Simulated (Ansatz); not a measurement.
# Re (P6_3/mmc): phonon-mediated transition temperature, part 2 of 2

Each step names its level of theory.

So far, log mean phonon energy ħω_log (meV): step 2 (resistivity: PseudoDojo files, PBE PseudoDojo norm-conserving) 14.5; step 3 (coupling and resistivity: finite displacements, PBE) 14.4.

**4. Resistivity: r2SCAN at its own relaxed cell**

The functional sets the lattice constant, the bands and the force constants.

This step: DFT r2SCAN, scalar-relativistic, plane waves, PAW; PAW set soft_1 (Ansatz 0.2.0).

input.yaml reads:

```yaml
crystal:
  lattice:
    - [2.7559384138, 0.0, 0.0]
    - [-1.3779692069, 2.3867126776, 0.0]
    - [0.0, 0.0, 4.4661869232]
  atoms:
    - { symbol: Re, position: [0.3333333333, 0.6666666667, 0.25] }
    - { symbol: Re, position: [0.6666666667, 0.3333333333, 0.75] }
kpoints:
  mp_grid: { grid: [18, 18, 9] }
hamiltonian:
  xc: r2scan
  pseudopotentials: { kind: paw, azcp: { folder: soft_1 } }
scf:
  occupations: { method: methfessel_paxton, width: 0.2 }
output:
  eigenvalues: true
phonons:
  method: dfpt
  qmesh: [6, 6, 3]
  temperatures: { t_max: 1000, t_step: 50 }
  qpath:
    path:
      - [[0.0, 0.0, 0.0], [0.5, 0.0, 0.0], [0.33333333, 0.33333333, 0.0], [0.0, 0.0, 0.0], [0.0, 0.0, 0.5], [0.5, 0.0, 0.5], [0.33333333, 0.33333333, 0.5], [0.0, 0.0, 0.5]]
      - [[0.5, 0.0, 0.5], [0.5, 0.0, 0.0]]
    npoints: 6
  electrical_resistivity:
    mesh: [24, 24, 12]
    temperatures: [20.0, 50.0, 80.0, 100.0, 150.0, 200.0, 273.0, 300.0, 400.0, 500.0, 600.0, 800.0]
  superconductivity: { mesh: [24, 24, 12], eliashberg_equations: false }
```

The run is started by

```sh
$ ansatz run input.yaml --threads 16 --pin off --max-ram 92160MiB --backend cuda --events-out ev --progress --plain --runs-dir out --max-vram 78GiB
```

Numbers of over 12 decimals in the logs are rounded to 6 here.

What it wrote:

```text
[...]
Crystal: 2 atoms, lattice volume = 29.377 Å³
Basis set: ecut = 500 eV, 713 PW (Γ), exchange–correlation on 120×120×180 points (125 copies of the dense FFT grid, shifted against one another)
Bands: 19, of which v1, the nominal top of the filled ones, is band 15 counted from 1 (14 counted from 0)
Symmetry: 24 space group operations
k-points: 775 of 2916 (irreducible under 2 space group operations, time reversal used)
[...]
SCF iter   2: F=—  HF=-21763.801056 eV  |F-HF|=—  |Δ(HF+E_count)|=   1.08e-1  S|Δr|=    0.00e0  Δρ=3.20e-2  dr2=2.56e-1  dr2_τ=1.78e-2  ethr=2.73e-3  ⟨swp⟩=3.0  Hψ=26871  notcnv=0
[...]
SCF iter   9: F=-21763.762718 eV  HF=-21763.762718 eV  |F-HF|=3.64e-12  |Δ(HF+E_count)|=  2.18e-11  S|Δr|=    0.00e0  Δρ=5.36e-8  dr2=6.02e-13  dr2_τ=4.12e-13  ethr=1.00e-12  ⟨swp⟩=5.2  Hψ=58866  notcnv=0
SCF 1 converged in 9 iterations: F = -21763.762718 eV  dr2 = 6.02e-13
[...]
DFPT response loops at Γ: preconditioner auto → Kerker (q_TF=auto, 2.738 Å⁻¹) (partly filled bands, converged f_vac=0.000); β = 1.00, the filter's whole step (`scf.mixing.beta` (0.50) is not read by the response loops under this deck's `scf.mixing.preconditioner`; to damp them name `kerker` or `kerker_dos`, under which they read `scf.mixing.beta`, and type it under 1.00, their step now; both keys bind the ground state too); Broyden in place of MSR1
[...]
NSCF: frozen V_eff on 185 k-points, pencils in batches of 32, up to order 76
[...]
NSCF: frozen V_eff on 1638 k-points
[...]
SCF 2 converged in 9 iterations: F = -21763.762718 eV  dr2 = 6.36e-13
[...]
SCF converged after 9 iterations
[...]
vibrations of 108 cells: unjudged by the run; compare a larger repeat
[...]
--- Superconductivity: potentials and phonons of a 6×6×3 supercell ---
[...]
mesh         λ    ħω_log (meV)  μ* declared at (meV)
       24×24×12    0.7541          14.981               16.344
        12×12×6    0.7753          14.797               16.282
          6×6×3    0.7191          14.713               16.231
  λ by the species' shares of the modes' patterns: Re 0.7541
[...]
0.08      8.254         8.603             -             -             -             -              -
      0.10      7.187         7.464             -             -             -             -              -
      0.12      6.170         6.389             -             -             -             -              -
      0.13      5.683         5.876             -             -             -             -              -
      0.14      5.211         5.382             -             -             -             -              -
      0.16      4.319         4.449             -             -             -             -              -
      0.20      2.760         2.832             -             -             -             -              -
[...]
vibrations of 108 cells: unjudged by the run; compare a larger repeat
[...]
```

Elapsed: 16 min, on 1 × NVIDIA GB200 with 16 threads of Arm Neoverse V2, shared host; peak memory 7.9 GiB; 3.3 h of CPU time.

Numbers from this step:

- volume per atom: 14.69 Å³/atom
- zero point energy: 0.05140 eV/cell
- highest frequency, solved or plainly interpolated: 208.1 cm⁻¹
- Debye temperature (second moment): 266 K
- resistivity at 300 K: 14.29 μΩ cm, mean of the axes
- coupling constant λ: 0.7541
- density of states at the Fermi level: 0.7002 states/eV a spin and cell
- log mean phonon energy ħω_log: 14.98 meV
- transport coupling constant λ_tr: 0.6807, 0.6807, 0.825 (xx, yy, zz)
- Drude plasma energy: 7.05, 7.05, 8.857 eV (xx, yy, zz)
- resistivity times mean free path: 7.147, 7.147, 4.563 × 10⁻¹⁶ Ω m² (xx, yy, zz)
- second-moment phonon energy ħω₂: 16.34 meV
- coupling λ by branch: 0.159, 0.145, 0.121, 0.163, 0.0841, 0.0818 (branches by rank of frequency)

Transition temperatures:

| μ* | McMillan Tc (K) | Allen–Dynes Tc (K) |
| --- | --- | --- |
| 0.08 | 8.25 | 8.6 |
| 0.1 | 7.19 | 7.46 |
| 0.12 | 6.17 | 6.39 |
| 0.13 | 5.68 | 5.88 |
| 0.14 | 5.21 | 5.38 |
| 0.16 | 4.32 | 4.45 |
| 0.2 | 2.76 | 2.83 |

The Eliashberg function α²F has structure finer than the step of the table below, so its rows give means over 1 meV, whole bins alone (the curve runs from 0.101 to 25.7 meV). Peaks (meV: height): α²F 13.4: 0.716, 14.2: 0.673, 17.4: 0.593, 24.3: 0.622; α²F tr 13.4: 0.630, 13.8: 0.644, 17.4: 0.613, 24.1: 0.625.

The Eliashberg function α²F by phonon energy; means over each step:

| phonon energy (meV) | α²F | α²F tr |
| --- | --- | --- |
| 1 | 2.9e-5 | 0 |
| 2 | 4.9e-4 | 1.3e-4 |
| 3 | 0.00168 | 5.5e-4 |
| 4 | 0.00338 | 0.00153 |
| 5 | 0.00803 | 0.00516 |
| 6 | 0.0157 | 0.0119 |
| 7 | 0.0237 | 0.0196 |
| 8 | 0.0324 | 0.0280 |
| 9 | 0.0846 | 0.0689 |
| 10 | 0.140 | 0.116 |
| 11 | 0.204 | 0.178 |
| 12 | 0.327 | 0.302 |
| 13 | 0.500 | 0.456 |
| 14 | 0.635 | 0.616 |
| 15 | 0.559 | 0.567 |
| 16 | 0.491 | 0.499 |
| 17 | 0.509 | 0.526 |
| 18 | 0.429 | 0.444 |
| 19 | 0.289 | 0.295 |
| 20 | 0.179 | 0.174 |
| 21 | 0.180 | 0.169 |
| 22 | 0.252 | 0.250 |
| 23 | 0.320 | 0.352 |
| 24 | 0.539 | 0.557 |
| 25 | 0.208 | 0.198 |

**5. What came out**

```json
{
  "meshes": "q 6×6×3, k 18×18×9, scattering 24×24×12",
  "coupling constant λ": "0.754",
  "log mean phonon energy ħω_log": "15.0 meV",
  "Allen–Dynes Tc at μ* = 0.1": "7.46 K",
  "Allen–Dynes Tc at μ* = 0.13": "5.88 K"
}
```

In the last run (r2SCAN, q 6×6×3, k 18×18×9, scattering 24×24×12), with λ = 0.75 and ħω_log = 15.0 meV, Tc at μ* = 0.13 is 5.7 K by McMillan's formula and 5.9 K by Allen and Dynes's. Raising μ* from 0.10 to 0.16 lowers the Allen–Dynes value from 7.5 to 4.5 K. By the run's own test λ is not converged in the fine mesh: it moves by 3 % between the two finest. The run's transport test calls it not converged in the mesh; ρ(300 K) moves by 5 % in the component that moves most. In 1 of the runs shown, the last among them, the self-energy step met imaginary modes and the program fell back to plain Fourier phonons, a sign of a lattice near an instability that the q mesh may not hold. Over the runs, λ takes the values 0.71, 0.718 and 0.754, in the order shown. No spin–orbit coupling, which matters for Re. μ* is a typed number, phonons are harmonic, and spin fluctuations are left out; at μ* = 0.13 McMillan's formula turns 1 % in λ into about 2.6 % in Tc.

[Logs are printed without paths, hosts, clocks, repeated set-up lines and the standing remarks that a program may print on its own settings, such as how far it seeks lower states.]

[Hosts, paths, dates, database ids (printed as entryN), source tags and the programs' standing remarks are cut or masked in the printed files.]
